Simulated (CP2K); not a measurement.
Two runs for the C K edge of 2-vinylthiazole. Run A: CP2K XAS_TDP, all-electron GAPW, PBEh(45%), aug-cc-pVDZ, TDA, no relativity. Run B differs in one setting.

First lines with a strength over 0.0015. A:

```csv
atom,energy (eV),states,"strength, one atom"
C1 (bonded to C and 2 H),280.32,1,0.0497
,284.37,1,0.0078
,284.94,1,0.0088
,285.00,1,0.0023
,285.49,1,0.0031
C2 (bonded to 2 C and H),281.09,1,0.0385
,284.25,1,0.0153
,284.38,1,0.0146
,286.13,1,0.0063
,286.22,1,0.0023
"C3 (bonded to C, N and S)",282.20,1,0.0480
,284.96,1,0.0397
,285.85,1,0.0085
,286.97,1,0.0063
,287.19,1,0.0030
"C5 (bonded to C, N and H)",282.28,1,0.0510
,283.54,1,0.0066
,285.16,1,0.0117
,285.39,1,0.0064
,286.10,1,0.0025
"C6 (bonded to C, S and H)",281.76,1,0.0465
,284.17,1,0.0307
,284.65,1,0.0032
,285.01,1,0.0136
,285.97,1,0.0019
```

B:

```csv
atom,energy (eV),states,"strength, one atom"
C1 (bonded to C and 2 H),286.21,1,0.0487
,290.25,1,0.0077
,290.83,1,0.0086
,290.88,1,0.0022
,291.37,1,0.0030
C2 (bonded to 2 C and H),286.90,1,0.0377
,290.06,1,0.0150
,290.19,1,0.0143
,291.94,1,0.0062
,292.03,1,0.0022
"C3 (bonded to C, N and S)",287.18,1,0.0471
,289.94,1,0.0390
,290.83,1,0.0083
,291.95,1,0.0062
,292.17,1,0.0029
"C5 (bonded to C, N and H)",287.81,1,0.0500
,289.07,1,0.0065
,290.70,1,0.0115
,290.92,1,0.0063
,291.64,1,0.0024
"C6 (bonded to C, S and H)",286.87,1,0.0456
,289.28,1,0.0302
,289.76,1,0.0031
,290.12,1,0.0134
,291.08,1,0.0019
```

**Question.** Which was it: scalar relativity switched on, the basis, the functional, GW2X switched on?

GW2X switched on. GW2X shifts an atom's lines together and keeps their spacings. Against PBEh(45%) in aug-cc-pVDZ, the leading lines move by +5.89 eV (C1, to 286.21), +5.81 eV (C2, to 286.90), +4.98 eV (C3, to 287.18), +5.53 eV (C5, to 287.81) and +5.11 eV (C6, to 286.87).

[Banner, clock and machine lines of the logs are left out without a mark of their own.]

[Logs are printed without paths, hosts, clocks, repeated set-up lines and the standing remarks that a program may print on its own settings, such as how far it seeks lower states.]

[Hosts, paths, dates, database ids (printed as entryN), source tags and the programs' standing remarks are cut or masked in the printed files.]
